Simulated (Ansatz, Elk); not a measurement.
**K2RbRh: X-ray structure factors from the self-consistent density**

Structure refinements treat a crystal as free atoms side by side. For a made-up structure of K2RbRh (cell and positions from a PBE relaxation) the runs below show what the calculated density changes in F(hkl).

Calculated with Elk 11.2.3 (patched build); DFT, PBE, all-electron APW+lo, Dirac cores, scalar-relativistic bands, static density, no spin.

The structure was built from a prototype and need not be the compound's stable phase.

## Step 1: The structure

The structure is tetragonal, space group P4/mbm (No. 127). Conventional cell: a = 7.856 Å, b = 7.856 Å, c = 5.464 Å, α = 90.00°, β = 90.00°, γ = 90.00°. Nearest to Rh lie 4 K at 3.30 Å and 4 Rb at 3.93 Å. Nearest to Rb lie 4 Rh at 3.93 Å and 8 K at 4.00 Å. K has 2 Rh at 3.30 Å and 1 K at 3.70 Å and 4 Rb at 4.00 Å nearest. Farther neighbours are not listed.

## Step 2: Ground state and structure factors

An all-electron density is needed, since X-rays see the cores too. Task 0 finds the density and task 195 Fourier-transforms it; tshift is off so that phases refer to the origin typed.

File elk.in:

```
tasks
  0
  195

xctype
  20

spinpol
  .false.

rgkmax
  7.0

gmaxvr
  14.0

lmaxo
  7

lmaxapw
  8

swidth
  0.002

tshift
  .false.

ramdisk
  .false.

hmaxvr
  5.5

maxscl
  120

epspot
  1e-06

sppath
  './'

avec
  14.84603441299 0.00000000000 0.00000000000
  0.00000000000 14.84603441299 0.00000000000
  0.00000000000 0.00000000000 10.32510193329

atoms
  3
  'Rh.in'
  2
  0.0000000000 0.5000000000 0.0000000000   0.000000 0.000000 0.000000
  0.5000000000 0.0000000000 0.0000000000   0.000000 0.000000 0.000000
  'Rb.in'
  2
  0.0000000000 0.0000000000 0.0000000000   0.000000 0.000000 0.000000
  0.5000000000 0.5000000000 0.0000000000   0.000000 0.000000 0.000000
  'K.in'
  4
  0.3333183458 0.1666816542 0.5000000000   0.000000 0.000000 0.000000
  0.6666816542 0.8333183458 0.5000000000   0.000000 0.000000 0.000000
  0.8333183458 0.3333183458 0.5000000000   0.000000 0.000000 0.000000
  0.1666816542 0.6666816542 0.5000000000   0.000000 0.000000 0.000000

ngridk
  3 3 4
```

Command:

```console
$ OMP_NUM_THREADS=4 elk
```

Output:

```text
┌─────────────────────────┐
│ Elk code version 11.2.3 │
└─────────────────────────┘

All units are atomic (Hartree, Bohr, etc.)

┌─────────────────────────────────────────────────┐
│ Ground-state run starting from atomic densities │
└─────────────────────────────────────────────────┘

Lattice vectors :
   14.84603441       0.000000000       0.000000000
   0.000000000       14.84603441       0.000000000
   0.000000000       0.000000000       10.32510193

Reciprocal lattice vectors :
  0.4232231404       0.000000000       0.000000000
   0.000000000      0.4232231404       0.000000000
   0.000000000       0.000000000      0.6085349421

Unit cell volume      :    2275.701384
Brillouin zone volume :   0.1089994562

Muffin-tin inner radius fraction :   0.1000000000E-01

Nuclei treated as point charges

Species : 1 (Rh)
 parameters loaded from : Rh.in
 name : rhodium
 nuclear charge    :   -45.00000000
 electronic charge :    45.00000000
 atomic mass :    187585.2511
 muffin-tin radius :    2.600000000
 number of radial points in muffin-tin :   1193
 inner part over the whole radius :   0.9931673392E-02
 number on inner part of muffin-tin    :    849
 approximate nuclear radius :   0.8524867730E-04
 number of mesh points to nuclear radius :    423
 atomic positions (lattice), magnetic fields (Cartesian) :
  1 :   0.00000000  0.50000000  0.00000000    0.00000000  0.00000000  0.00000000
  2 :   0.50000000  0.00000000  0.00000000    0.00000000  0.00000000  0.00000000

Species : 2 (Rb)
 parameters loaded from : Rb.in
 name : rubidium
 nuclear charge    :   -37.00000000
 electronic charge :    37.00000000
 atomic mass :    155798.2686
 muffin-tin radius :    2.600000000
 number of radial points in muffin-tin :   1193
 inner part over the whole radius :   0.9947532429E-02
 number on inner part of muffin-tin    :    847
 approximate nuclear radius :   0.7999050501E-04
 number of mesh points to nuclear radius :    413
 atomic positions (lattice), magnetic fields (Cartesian) :
  1 :   0.00000000  0.00000000  0.00000000    0.00000000  0.00000000  0.00000000
  2 :   0.50000000  0.50000000  0.00000000    0.00000000  0.00000000  0.00000000

Species : 3 (K)
 parameters loaded from : K.in
 name : potassium
 nuclear charge    :   -19.00000000
 electronic charge :    19.00000000
 atomic mass :    71271.84090
 muffin-tin radius :    2.400000000
 number of radial points in muffin-tin :    993
 inner part over the whole radius :   0.9891652203E-02
 number on inner part of muffin-tin    :    697
 approximate nuclear radius :   0.6514746337E-04
 number of mesh points to nuclear radius :    319
 atomic positions (lattice), magnetic fields (Cartesian) :
  1 :   0.33331835  0.16668165  0.50000000    0.00000000  0.00000000  0.00000000
  2 :  -0.33331835 -0.16668165  0.50000000    0.00000000  0.00000000  0.00000000
  3 :  -0.16668165  0.33331835  0.50000000    0.00000000  0.00000000  0.00000000
  4 :   0.16668165 -0.33331835  0.50000000    0.00000000  0.00000000  0.00000000

Total number of atoms per unit cell :    8
Total muffin-tin volume :    526.1120497
 ratio of muffin-tin to unit cell volume :   0.2311867688

Spin treatment :
 spin-unpolarised

Number of Bravais lattice symmetries :   16
Number of crystal symmetries         :   16
Crystal has inversion symmetry
Real symmetric eigensolver will be used

k-point grid :      3     3     4
k-point offset :    0.000000000       0.000000000       0.000000000
k-point set is reduced with full crystal symmetry group
Total number of k-points :        9

Muffin-tin radius times maximum |G+k| :    7.000000000
 using average radius
Maximum |G+k| for APW functions       :    2.800000000
Maximum (1/2)|G+k|²                   :    3.920000000
Maximum |G| for potential and density :    14.00000000
Constant for pseudocharge density :    9
 order of it for each species :   16  16  16
 order of it for pair densities of each species (exact exchange by exxq0 0: 17) :   11  11   9
Radial integration step length :    1

[...]
xc potential                :     -861.76780319525
 exchange                    :     -603.47284374014
 correlation                 :     -11.397682388820
 electron entropic           :    -0.11634182299011E-04
 total energy                :     -17942.893206113

Density of states at Fermi energy :   0.3892059621
 (states/Hartree/unit cell)

Estimated indirect band gap :   0.2381968575E-01
 from k-point 9 to k-point 7
Estimated direct band gap   :   0.2429366753E-01
 at k-point 7

Charges :
 core                        :    152.0000000
 valence                     :    88.00000000
 interstitial                :    9.444287460
 muffin-tins (core leakage)
  species : 1 (Rh)
[...]
species : 2 (Rb)
[...]
species : 3 (K)
[...]
total in muffin-tins        :    230.5557125
 total calculated charge     :    239.9997693
 total charge                :    240.0000000
 error                       :   0.2306674112E-03

RMS change in Kohn-Sham potential (target) :   0.3896425165     (  0.1000000000E-05)
Absolute change in total energy (target)   :   0.9836301823E-01 (  0.1000000000E-03)

[... loops 3 to 17 left out ...]

┌──────────────────┐
│ Loop number : 18 │
└──────────────────┘

Energies :
 Fermi                       :     0.83362014075773E-01
 sum of occupied eigenvalues :     -10628.418711452
 electron kinetic            :      18532.518364576
 core electron kinetic       :      18016.691075958
 Coulomb                     :     -35860.910646286
 Coulomb potential           :     -28362.756172813
 nuclear-nuclear             :     -1670.2151765649
 electron-nuclear            :     -40045.767203102
 Hartree                     :      5855.0717333808
 Madelung                    :     -21679.532559880
 xc potential                :     -798.18090321535
 exchange                    :     -602.01886673136
 correlation                 :     -11.372622771667
 electron entropic           :    -0.45035006081622E-02
 total energy                :     -17941.788274713

Density of states at Fermi energy :    290.9188345
 (states/Hartree/unit cell)

Estimated indirect band gap :   0.3114247237E-02
 from k-point 9 to k-point 9
Estimated direct band gap   :   0.3114247237E-02
 at k-point 9

Charges :
 core                        :    152.0000000
 valence                     :    88.00000000
 interstitial                :    11.13720973
 muffin-tins (core leakage)
  species : 1 (Rh)
[...]
species : 2 (Rb)
[...]
species : 3 (K)
[...]
total in muffin-tins        :    228.8627903
 total calculated charge     :    239.9997783
 total charge                :    240.0000000
 error                       :   0.2217330797E-03

RMS change in Kohn-Sham potential (target) :   0.2134060449E-06 (  0.1000000000E-05)
Absolute change in total energy (target)   :   0.6657341146E-04 (  0.1000000000E-03)

Convergence targets achieved

┌──────────────────┐
│ Loop number : 19 │
└──────────────────┘

Energies :
 Fermi                       :     0.83361978891644E-01
 sum of occupied eigenvalues :     -10628.418712521
 electron kinetic            :      18532.518370228
 core electron kinetic       :      18016.691079252
 Coulomb                     :     -35860.910648040
 Coulomb potential           :     -28362.756168533
 nuclear-nuclear             :     -1670.2151765649
 electron-nuclear            :     -40045.767210805
 Hartree                     :      5855.0717393301
 Madelung                    :     -21679.532563773
 xc potential                :     -798.18091421625
 exchange                    :     -602.01886694102
 correlation                 :     -11.372622763631
 electron entropic           :    -0.45035032455724E-02
 total energy                :     -17941.788271019

Density of states at Fermi energy :    290.9189676
 (states/Hartree/unit cell)

Estimated indirect band gap :   0.3114257694E-02
 from k-point 9 to k-point 9
Estimated direct band gap   :   0.3114257694E-02
 at k-point 9

Charges :
 core                        :    152.0000000
 valence                     :    88.00000000
 interstitial                :    11.13720949
 muffin-tins (core leakage)
  species : 1 (Rh)
[...]
species : 2 (Rb)
[...]
species : 3 (K)
[...]
atom 2                    :    17.60141135     ( -0.1017342139E-06)
   atom 3                    :    17.60141135     ( -0.1017342139E-06)
   atom 4                    :    17.60141135     ( -0.1017342139E-06)
 total in muffin-tins        :    228.8627905
 total calculated charge     :    239.9997783
 total charge                :    240.0000000
 error                       :   0.2217331027E-03

┌──────────────────────────────┐
│ Self-consistent loop stopped │
└──────────────────────────────┘

Wrote STATE.OUT
```

The job ended after 94 s (4 threads of Arm Neoverse V2, shared host; peak memory 0.47 GiB; 3.1 min of CPU time).

SFACRHO.OUT:

```text

h k l indices transformed by vhmat matrix:
   1.000000000       0.000000000       0.000000000    
   0.000000000       1.000000000       0.000000000    
   0.000000000       0.000000000       1.000000000    

      h      k      l  multipl.   |H|            Re(F)            Im(F)           |F|

      0      0      0      1   0.0000000       240.00000      0.98041413E-16   240.00000    
      1      0      0      4  0.42322314      0.19738563E-14  0.39477126E-14  0.44136769E-14
      1      1      0      4  0.59852791      -34.011799     -0.78954252E-14   34.011799    
      0      0      1      2  0.60853494       86.032897      0.68625450E-14   86.032897    
      1      0      1      8  0.74123721     -0.29607845E-14  0.39477126E-14  0.49346408E-14
     -2      0      0      4  0.84644628       114.47166      0.21712419E-13   114.47166    
     -1     -1      1      8  0.85355166      0.43845483     -0.11843138E-13  0.43845483    
      2     -1      0      4  0.94635571      -46.444983     -0.23686276E-13   46.444983    
     -2     -1      0      4  0.94635571       46.444983     -0.65191231E-14   46.444983    
     -2      0     -1      8   1.0424903       170.06059      0.19738563E-13   170.06059    
      1     -2     -1      8   1.1251240      -43.916078     -0.19738563E-14   43.916078    
      2     -1     -1      8   1.1251240       43.916078      0.15790850E-13   43.916078    
     -2     -2      0      4   1.1970558       149.33278      0.19738563E-13   149.33278    
      0      0      2      2   1.2170699       190.99479     -0.13751483E-13   190.99479    
      3      0      0      4   1.2696694       0.0000000      0.42761746E-13  0.42761746E-13
      0     -1      2      8   1.2885561      0.69084971E-14 -0.98692815E-14  0.12046993E-13
      3      1      0      4   1.3383491       14.239711      0.98692815E-14   14.239711    
      3     -1      0      4   1.3383491       14.239711      0.78954252E-14   14.239711
```

Elk indexes on the primitive cell of elk.in and gives |H| = 4π sin θ/λ in inverse bohr. Below, one row stands for each form hkl of the conventional cell (m members, Friedel mates merged), F is for one primitive cell and the density is static (no thermal factor). Free-atom factors are Waasmaier and Kirfel's, and R is Σm||F|−|F'||/Σm|F|.

```
hkl   m  sin θ/λ (Å⁻¹)  abs F, DFT  neutral atoms   diff.
100   4          0.064       0.000          0.000  +0.000
110   4          0.090      34.012         33.059  +0.953
001   2          0.091      86.033         85.146  +0.887
101   8          0.112       0.000          0.000  +0.000
200   4          0.127     114.472        114.223  +0.249
111   8          0.128       0.439          0.676  -0.238
210   8          0.142      46.445         46.424  +0.021
201   8          0.157     170.061        170.072  -0.011
211  16          0.169      43.916         43.986  -0.070
220   4          0.180     149.333        149.434  -0.101
002   2          0.183     190.995        191.424  -0.429
300   4          0.191       0.000          0.000  +0.000
102   8          0.194       0.000          0.000  +0.000
310   8          0.201      14.240         13.965  +0.274
221   8          0.202     116.516        116.823  -0.307
112   8          0.204      26.495         26.943  -0.448
301   8          0.212       0.000          0.000  +0.000
311  16          0.221      38.843         39.118  -0.275
```

## Step 3: The highest occupied states alone

An energy window below the Fermi level keeps the highest occupied states, to see at which angles they scatter; shallow core shells can lie inside it and anion s states outside. No new self-consistency is needed.

Edit elk.in of step 2 so:

```diff
@@ -1,3 +1,2 @@
 tasks
-  0
   195
@@ -40,2 +39,5 @@
 
+wsfac
+  -0.284130 0.383360
+
 sppath
```

Command:

```console
$ OMP_NUM_THREADS=4 elk
```

Output:

```text
┌─────────────────────────────────┐
│ Elk code version 11.2.3 started │
└─────────────────────────────────┘

Info(readinput): the functional depends on the density's gradient
 muffin-tin radial points multiplied by    2.00000
 (not where nrmtscf is given)

┌────────────────────┐
│ Current task : 195 │
└────────────────────┘

Info(sfacrho): density structure factors written to SFACRHO.OUT

 Energy window :  -0.2841300000      0.3833600000

┌──────────────────┐
│ Elk code stopped │
└──────────────────┘
```

The job ended after 49 s (4 threads; peak memory 0.3 GiB; 51 s of CPU time).

States within 10 eV below the Fermi level hold 24.00 electrons; any levels below the window count with the cores. Their amplitudes can exceed the total, where window and core parts have opposite phase:

| hkl | sin θ/λ (Å⁻¹) | abs F, window | abs F, all |
| --- | --- | --- | --- |
| 100 | 0.064 | 0.000 | 0.000 |
| 110 | 0.090 | 15.202 | 34.012 |
| 001 | 0.091 | 14.741 | 86.033 |
| 101 | 0.112 | 0.000 | 0.000 |
| 200 | 0.127 | 11.938 | 114.472 |
| 111 | 0.128 | 11.830 | 0.439 |
| 210 | 0.142 | 0.016 | 46.445 |
| 201 | 0.157 | 9.634 | 170.061 |
| 211 | 0.169 | 0.074 | 43.916 |
| 220 | 0.180 | 8.128 | 149.333 |

## Step 4: Another functional

The difference from free atoms is small, so it is set against the change that PBEsol makes.

Edit elk.in of step 3 so:

```diff
@@ -1,2 +1,3 @@
 tasks
+  0
   195
@@ -4,3 +5,3 @@
 xctype
-  20
+  22
 
@@ -39,5 +40,2 @@
 
-wsfac
-  -0.284130 0.383360
-
 sppath
```

Command:

```console
$ OMP_NUM_THREADS=4 elk
```

Output:

```text
┌─────────────────────────┐
│ Elk code version 11.2.3 │
└─────────────────────────┘

All units are atomic (Hartree, Bohr, etc.)

┌─────────────────────────────────────────────────┐
│ Ground-state run starting from atomic densities │
└─────────────────────────────────────────────────┘

Lattice vectors :
   14.84603441       0.000000000       0.000000000
   0.000000000       14.84603441       0.000000000
   0.000000000       0.000000000       10.32510193

Reciprocal lattice vectors :
  0.4232231404       0.000000000       0.000000000
[...]
interstitial                :    11.19698051
 muffin-tins (core leakage)
  species : 1 (Rh)
[...]
species : 2 (Rb)
[...]
species : 3 (K)
[...]
atom 3                    :    17.59591100     ( -0.1004033940E-06)
   atom 4                    :    17.59591100     ( -0.1004033940E-06)
 total in muffin-tins        :    228.8030195
 total calculated charge     :    239.9997758
 total charge                :    240.0000000
 error                       :   0.2241717453E-03

┌──────────────────────────────┐
│ Self-consistent loop stopped │
└──────────────────────────────┘

Wrote STATE.OUT
[key lines of the parts left out:]
total energy                :     -17930.143190202
```

Wall time 96 s (4 threads); peak memory 0.48 GiB.

Against the first run R = 0.02 %; the largest change is -0.065 at 002.

## Step 5: Basis size

The basis and the expansions that go with it are enlarged, to see whether the differences are converged.

Edit elk.in of step 4 so:

```diff
@@ -5,3 +5,3 @@
 xctype
-  22
+  20
 
@@ -11,12 +11,12 @@
 rgkmax
-  7.0
+  8.5
 
 gmaxvr
-  14.0
+  18.0
 
 lmaxo
-  7
+  9
 
 lmaxapw
-  8
+  10
```

Command:

```console
$ OMP_NUM_THREADS=4 elk
```

Output:

```text
┌─────────────────────────┐
│ Elk code version 11.2.3 │
└─────────────────────────┘

All units are atomic (Hartree, Bohr, etc.)

┌─────────────────────────────────────────────────┐
│ Ground-state run starting from atomic densities │
└─────────────────────────────────────────────────┘

Lattice vectors :
   14.84603441       0.000000000       0.000000000
   0.000000000       14.84603441       0.000000000
   0.000000000       0.000000000       10.32510193

Reciprocal lattice vectors :
  0.4232231404       0.000000000       0.000000000
[...]
interstitial                :    11.08350736
 muffin-tins (core leakage)
  species : 1 (Rh)
[...]
species : 2 (Rb)
[...]
species : 3 (K)
[...]
atom 3                    :    17.60665767     ( -0.1016807722E-06)
   atom 4                    :    17.60665767     ( -0.1016807722E-06)
 total in muffin-tins        :    228.9164926
 total calculated charge     :    239.9998136
 total charge                :    240.0000000
 error                       :   0.1864357100E-03

┌──────────────────────────────┐
│ Self-consistent loop stopped │
└──────────────────────────────┘

Wrote STATE.OUT
[key lines of the parts left out:]
total energy                :     -17941.821992474
```

Wall time 5 min (4 threads); peak memory 1.1 GiB.

Against the first run R = 0.01 %; the largest change is -0.026 at 602.

## Step 6: Settings against the effect

```csv
run,R against the first run (%),"R against neutral atoms, low angle (%)",wall time
"PBE, rgkmax 7",0.00,0.31,94 s
PBEsol,0.02,0.31,96 s
rgkmax 8.5 with larger expansions,0.01,0.30,5 min
```

## Step 7: Summary of results

| Property | Result |
| --- | --- |
| R against neutral atoms, sin θ/λ < 0.3 Å⁻¹ | 0.31 % |
| R against neutral atoms, 0.3 to 0.52 Å⁻¹ | 0.16 % |

What this shows: Independent neutral atoms miss the calculated amplitudes by R = 0.31 % below 0.3 Å⁻¹ and 0.16 % from there to 0.52 Å⁻¹; by shells, 0.76 % below 0.15 Å⁻¹ (5 forms), 0.27 % 0.15 to 0.3 (24 forms), 0.11 % 0.3 to 0.45 (49 forms), 0.23 % above 0.45 (45 forms). Bonding, aspherical density and the tables' own atoms all enter these figures, and the runs don't part them. The largest change of an amplitude is +0.95 electrons, at 110. Weak lines can change much in proportion: 321 goes from 0.01 to 0.14. The window's part falls from 24.0 electrons at the origin to at most 0.21 between 0.45 and 0.52 Å⁻¹. Below 0.3 Å⁻¹ the changes that finished (PBEsol and rgkmax 8.5 with larger expansions) move F by R = 0.03 % at most, against the 0.31 % that separates it from free atoms. The k-mesh has no finished test. These runs have no spin, though d or f shells may be open. Part of the difference isn't bonding: the tables are fits to free atoms and ions calculated by other methods than this functional. Thermal motion, anomalous dispersion and extinction are left out.

[Logs are printed without paths, hosts, clocks, repeated set-up lines and the standing remarks that a program may print on its own settings, such as how far it seeks lower states.]

[Hosts, paths, dates, database ids (printed as entryN), source tags and the programs' standing remarks are cut or masked in the printed files.]
